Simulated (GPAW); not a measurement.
# How the form of the self-energy moves the gap of OsBr2 (1T monolayer)

How much does the gap of OsBr2 (1T monolayer) depend on the approximation to the self-energy?

Main program and level: GPAW 26.7.0; PBE and many-body steps on it, plane waves.

### 1. The starting structure

The cell holds 3 atoms: 1 Os and 2 Br. Its edges and angles: a = 3.827 Å, b = 3.827 Å, c = 14.200 Å, α = 90.0°, β = 90.0°, γ = 120.0°. Vacuum lies along c.

Coordinates:

```
Os Br
1.0
     3.82746    0.00000    0.00000
    -1.91373    3.31467    0.00000
     0.00000    0.00000   14.20000
Os Br
1 2
Direct
  0.00000 0.00000 0.50000
  0.33333 0.66667 0.58893
  0.66667 0.33333 0.41107
```

The structure was relaxed with PBE. The runs that relaxed it are not among those shown. Spin-orbit coupling is left out unless a step names it.

### 2. Empty states on the mesh, 9×9×1 mesh, 302 bands

This step: GPAW 26.7.0; DFT, PBE, plane waves, PAW.

The sums over transitions need many empty states on a uniform mesh; this step solves for them.

run.py

```python
import json
import numpy as np
from gpaw.mpi import world
from gpaw import GPAW

calc = GPAW('gs.gpw').fixed_density(kpts={'size': (9, 9, 1), 'gamma': True},
    parallel={'domain': 1, 'band': 1},
    txt='nscf.txt')
calc.diagonalize_full_hamiltonian(nbands=302)
calc.write('full.gpw', mode='all')
res = {}
kpts = calc.get_ibz_k_points()
res['kpts'] = kpts
res['eigenvalues'] = [calc.get_eigenvalues(kpt=k) for k in range(len(kpts))]
res['n_electrons'] = calc.get_number_of_electrons()

if world.rank == 0:
    with open('result.json', 'w') as f:
        json.dump(res, f, default=lambda x: x.tolist())
```

Run with:

```bash
$ mpirun -n 8 gpaw python run.py
```

Numbers of over 12 decimals in the logs are rounded to 6 here.

The log of the run:

```text
Diagonalizing LCAO Hamiltonian
Converting LCAO to pw mode
convergence criteria:
- Maximum integral of absolute [eigenst]ate change: 4e-08 eV^2 / valence electron
maximum number of iterations: 100

SCF iterations
|iter     |     time |      energy | eigst |  dens |
|iter:   1|  |             | +0.76 |       |
|iter:   2|  |             | -0.38 |       |
|iter:   3|  |             | -1.11 |       |
[...]
|iter:   9|  |             | -6.58 |       |
|iter:  10|  |             | -7.19 |       |
|iter:  11|  |             | -7.50c|       |
SCF steps: 11
  __  _  _
 | _ |_)|_||  |
 |__||  | ||/\| - 26.7.0

Input parameters:
  mode=PW(ecut=450.000000),
  convergence={'density': 1e-06, 'bands': -3},
  gpts=array([20, 20, 70]),
  kpts=MonkhorstPack(size=(9, 9, 1), gamma=True),
  maxiter=100,
  nbands=21,
  occupations=Occupations(name='fermi-dirac', width=0.001, fixmagmom=False),
  parallel={'domain': 1, 'band': 1},
  xc=XC(name='PBE')
Matrix size: 3937x3937
# Writing to full.gpw (mode='all')
  [... matrices ...]

timing:  # [seconds]
  Total: 91.560  # ━━━━━━━━━━━━━━━━━━━━━━━━━━━━━━━━━━━━━━━━━━━━━━━━━━━━━━━━━━
```

The job ended after 100 s (8 MPI ranks of Intel Xeon 6975P-C (Granite Rapids), shared host; peak memory 9.8 GiB).

Numbers from this step:

* gap: 1.183 eV
* k of the valence top: 0.2222, 0, 0
* k of the conduction bottom: 0.2222, 0, 0
* least direct gap: 1.183 eV
* k points computed: 12
* lowest point of the top converged band, above the valence top: 77.4973 eV

On this mesh the gap is 1.183 eV.

### 3. One-shot HSE06

This step: one-shot HSE06 levels on PBE orbitals, plane waves, PAW.

run.py

```python
import json
import numpy as np
from gpaw.mpi import world
from gpaw.hybrids.eigenvalues import non_self_consistent_eigenvalues

dft, vxc, vxc_hyb = non_self_consistent_eigenvalues('full.gpw', 'HSE06', 12, 16, kpt_indices=[0, 3])
res = {'dft': dft[0], 'hybrid': (dft - vxc + vxc_hyb)[0]}
if world.rank == 0:
    with open('hybrid.txt', 'w') as f:
        for k, e0, e1 in zip([0, 3], res['dft'], res['hybrid']):
            print(k, ' '.join(f'{x:9.4f}' for x in e0), '|', ' '.join(f'{x:9.4f}' for x in e1), file=f)

if world.rank == 0:
    with open('result.json', 'w') as f:
        json.dump(res, f, default=lambda x: x.tolist())
```

Run with:

```bash
$ mpirun -n 8 gpaw python run.py
```

The log of the run:

```text
IBZ(<points: 12, symmetries: 12>)
Occupied bands: 14
Transforming wave functions from IBZ to BZ: 0.052 seconds
Distributing wave functions and iFFT-ing to real space: 0.204 seconds
Calculating eigenvalues:
  k-points: 2
  Bands: 12-15 (inclusive)
  Seconds: 0.756 (wave-function broadcasting: 0.012 seconds)
HSE06-eigenvalue shifts:
  min: -0.858 eV
  ave: -0.139 eV
  max: 0.590 eV
```

Wall time 5.3 s (8 MPI ranks); peak memory 2 GiB; 38 s of CPU time.

This step gave:

```
starting gap on the mesh                       : 1.183 eV
hybrid gap on the mesh                         : 2.488 eV
least direct hybrid gap on the computed points : 2.488 eV
```

### 4. GLLB-SC, self-consistent

This step: DFT, GLLB-SC with its derivative discontinuity, plane waves, PAW.

run.py

```python
import json
import numpy as np
from gpaw.mpi import world
from ase import Atoms
from gpaw import GPAW, PW, FermiDirac

atoms = Atoms(['Os', 'Br', 'Br'],
    cell=[[3.8274568692, 0.0000000000, 0.0000000000],
      [-1.9137284346, 3.3146748806, 0.0000000000],
      [0.0000000000, 0.0000000000, 14.2000000000]],
    scaled_positions=[[0.0000000000, 0.0000000000, 0.5000000000],
      [0.3333333333, 0.6666666667, 0.5889280227],
      [0.6666666667, 0.3333333333, 0.4110719773]],
    pbc=(True, True, False))
calc = GPAW(mode=PW(450),
    xc='GLLBSC',
    kpts={'size': (9, 9, 1), 'gamma': True},
    occupations=FermiDirac(0.001),
    nbands=-7,
    convergence={'bands': -3},
    maxiter=120,
    txt='gllbsc.txt')
atoms.calc = calc
atoms.get_potential_energy()
homo, lumo = calc.get_homo_lumo()
response = calc.hamiltonian.xc.response
dxc_pot = response.calculate_discontinuity_potential(homo, lumo)
ks_gap, dxc = response.calculate_discontinuity(dxc_pot)
res = {'ks_gap': ks_gap, 'dxc': dxc}

if world.rank == 0:
    with open('result.json', 'w') as f:
        json.dump(res, f, default=lambda x: x.tolist())
```

Run with:

```bash
$ mpirun -n 8 gpaw python run.py
```

The log of the run:

```text
[banner, memory and clock lines left out]
___ ___ ___ _ _ _
 |   |   |_  | | | |
 | | | | | . | | | |
 |__ |  _|___|_____|  26.7.0
 |___|_|

Input parameters:
  convergence: {bands: -3}
  kpts: {gamma: True,
         size: (9, 9, 1)}
  maxiter: 120
  mode: {ecut: 450.000000,
         name: pw}
  nbands: -7
  occupations: {fixmagmom: False,
                name: fermi-dirac,
                width: 0.001}
  xc: GLLBSC

System changes: positions, numbers, cell, pbc, initial_charges, initial_magmoms

Initialize ...

species:
  Os:
    name:    Osmium
    Z:       76.0
    valence: 14
    core:    62
    charge:  0.0  # [|e|]
    compensation charges:
      type: gauss
      rc: 0.39  # [Å]
      lmax: 2
    cutoffs:
      filter: 2.36  # [Å]
      core: 2.51  # [Å]
    projectors
    | kind |    occ | energy [eV] | rcut [Å] |
    |   6s |  2.000 |      -9.651 |    1.349 |
    |   5p |  6.000 |     -53.784 |    1.397 |
    |   6p |  0.000 |      -3.924 |    1.397 |
    |   5d |  6.000 |      -9.553 |    1.244 |
    |    s |        |      17.561 |    1.349 |
    |    d |        |      17.658 |    1.244 |

    Using partial waves for Os as LCAO basis

  Br:
    name:    Bromine
    Z:       35.0
    valence: 7
    core:    28
    charge:  0.0  # [|e|]
    compensation charges:
      type: gauss
      rc: 0.35  # [Å]
      lmax: 2
    cutoffs:
      filter: 1.98  # [Å]
      core: 2.38  # [Å]
    projectors
    | kind |    occ | energy [eV] | rcut [Å] |
    |   4s |  2.000 |     -23.401 |    1.111 |
    |   4p |  5.000 |     -11.410 |    1.111 |
    |    s |        |       3.810 |    1.111 |
    |    p |        |      15.801 |    1.111 |
    |    d |        |       0.000 |    1.111 |

    Using partial waves for Br as LCAO basis

Reference energy: -610501.683155  # eV

Spin-paired calculation

Convergence criteria:
 Maximum [total energy] change in last 3 cyles: 0.0005 eV / valence electron
 Maximum integral of absolute [dens]ity change: 0.0001 electrons / valence electron
 Maximum integral of absolute [eigenst]ate change: 4e-08 eV^2 / valence electron
 Maximum number of scf [iter]ations: 120
 (Square brackets indicate name in SCF output, whereas a 'c' in
 the SCF output indicates the quantity has converged.)
  [... matrices ...]
Symmetries present (total): 12

  [... matrices ...]
81 k-points: 9 x 9 x 1 Monkhorst-Pack grid
12 k-points in the irreducible part of the Brillouin zone
       k-points in crystal coordinates                weights
   0:     0.00000000    0.00000000    0.00000000          1/81
   1:     0.11111111    0.00000000    0.00000000          6/81
   2:     0.22222222   -0.11111111    0.00000000          6/81
   3:     0.22222222    0.00000000    0.00000000          6/81
   4:     0.33333333   -0.11111111    0.00000000         12/81
   5:     0.33333333    0.00000000    0.00000000          6/81
   6:     0.33333333    0.33333333    0.00000000          2/81
   7:     0.44444444   -0.22222222    0.00000000          6/81
   8:     0.44444444   -0.11111111    0.00000000         12/81
   9:     0.44444444    0.00000000    0.00000000          6/81
          ...
  11:     0.44444444    0.44444444    0.00000000          6/81

Wave functions: Plane wave expansion
  Cutoff energy: 450.000 eV
  Number of coefficients (min, max): 3882, 3949
  Pulay-stress correction: 0.000000 eV/Ang^3 (de/decut=0.000000)
  Using FFTW library
  Wavefunction extrapolation:
    Improved wavefunction reuse through dual PAW basis

Occupation numbers: Fermi-Dirac:
  width: 0.0010  # eV

Eigensolver
   Davidson(niter=2)

Densities:
  Coarse grid: 20*20*70 grid
  Fine grid: 40*40*140 grid
  Total Charge: 0.000000

Density mixing:
  Method: separate
  Backend: msr1
  Linear mixing parameter: 0.05
  old densities: 10
  Width of damping distribution: 1.1
  Damping of long wavelength oscillations: 20

Hamiltonian:
  XC and Coulomb potentials evaluated on a 40*40*140 grid
  Using the GLLBSC Exchange-Correlation functional
  External potential:
    NoExternalPotential

XC parameters: GLLBSC functional being used consists of
  | Weight | Module     | Description                                   |
  |  1.000 | SCREENING  | GGA_X_PBE_SOL with 2 nearest neighbor stencil |
  |  1.000 | RESPONSE   | eps=0.0500 eV                                 |
  |  1.000 | XC         | GGA_C_PBE_SOL with 2 nearest neighbor stencil |

Memory estimate:

Total number of cores used: 8
Parallelization over k-points: 4
Domain decomposition: 1 x 1 x 2

Number of atoms: 3
Number of atomic orbitals: 20
Number of bands in calculation: 21
Number of valence electrons: 28
Bands to converge: 18

... initialized

Initializing position-dependent things.

Density initialized from atomic densities
Creating initial wave functions:
  20 bands from LCAO basis set
  1 band from random numbers

         Br

       Os
             Br

Atomic positions and initial magnetic moments

Positions:
   0 Os     0.000000    0.000000    7.100000    ( 0.0000,  0.0000,  0.0000)
   1 Br    -0.000000    2.209783    8.362778    ( 0.0000,  0.0000,  0.0000)
   2 Br     1.913728    1.104892    5.837222    ( 0.0000,  0.0000,  0.0000)
  [... matrices ...]
Unit cell:
           periodic     x           y           z      points  spacing
  1. axis:    yes    3.827457    0.000000    0.000000    20     0.1657
  2. axis:    yes   -1.913728    3.314675    0.000000    20     0.1657
  3. axis:    no     0.000000    0.000000   14.200000    70     0.2029

  Lengths:   3.827457   3.827457  14.200000
  Angles:   90.000000  90.000000 120.000000

Effective grid spacing dv^(1/3) = 0.1860

iter:   1    -15.349285   +0.43
iter:   2    -17.497460   -0.54  -1.19
iter:   3    -34.229140   +0.97  -1.16
iter:   4    -15.367468   +0.53  -1.08
iter:   5    -15.336868   -0.24  -1.39
iter:   6    -14.614741   -1.78  -1.59
iter:   7    -14.658435   -2.37  -1.67
[...]
iter:  12    -14.629916   -2.96  -2.25
iter:  13    -14.675014   -3.06  -2.54
iter:  14    -14.678353   -3.78  -3.53
iter:  15    -14.675386c  -4.57  -3.60
iter:  16    -14.674883c  -5.02  -4.08c
iter:  17    -14.675108c  -5.35  -4.07c
iter:  18    -14.674914c  -5.70  -4.62c
iter:  19    -14.675037c  -6.01  -4.76c
iter:  20    -14.674990c  -6.31  -5.13c
iter:  21    -14.675011c  -6.62  -5.28c
iter:  22    -14.675017c  -6.95  -5.99c
iter:  23    -14.675023c  -7.24  -5.91c
iter:  24    -14.675021c  -7.56c -6.03c

Converged after 24 iterations.

Dipole moment: (-0.000000, 0.000000, -0.000000) |e|*Ang

Energy contributions relative to reference atoms: (reference = -610501.683155)
  [... matrices ...]
Kinetic:        +88.450220
Potential:      -81.468146
External:        +0.000000
XC:             -21.766825
Entropy (-ST):   -0.000000
Local:           +0.109731
SIC:             +0.000000
Free energy:    -14.675021
Extrapolated:   -14.675021

GLLBSC response reference energy: -1.47722 eV (from HOMO)
  [... matrices ...]
Showing only first 2 kpts
 Kpt  Band  Eigenvalues  Occupancy
  0    12     -2.77550    2.00000
  0    13     -1.94866    2.00000
  0    14      1.22389    0.00000
  0    15      1.22420    0.00000

  1    12     -2.48612    2.00000
  1    13     -1.69997    2.00000
  1    14      0.71825    0.00000
  1    15      1.09485    0.00000

Fermi level: -0.04987

Gap: 1.773 eV
Transition (v -> c):
  (s=0, k=3, n=13, [0.22, 0.00, 0.00]) -> (s=0, k=3, n=14, [0.22, 0.00, 0.00])
No difference between direct/indirect transitions
```

It took 19 s on 8 MPI ranks; peak memory 1.4 GiB.

This step gave:

```
starting gap on the mesh      : 1.773 eV
derivative discontinuity      : 0.6702 eV
quasiparticle gap on the mesh : 2.443 eV
```

[end of part 1 of 2]

[Paths, hosts, dates, memory and timing lines, banners, echoed tables and standing remarks are left out of the program output.]

[Logs are printed without paths, hosts, clocks, repeated set-up lines and the standing remarks that a program may print on its own settings, such as how far it seeks lower states.]

[Runs of the session that timed out or met a known fault of the program may be left out.]

[Hosts, paths, dates, database ids (printed as entryN), source tags and the programs' standing remarks are cut or masked in the printed files.]
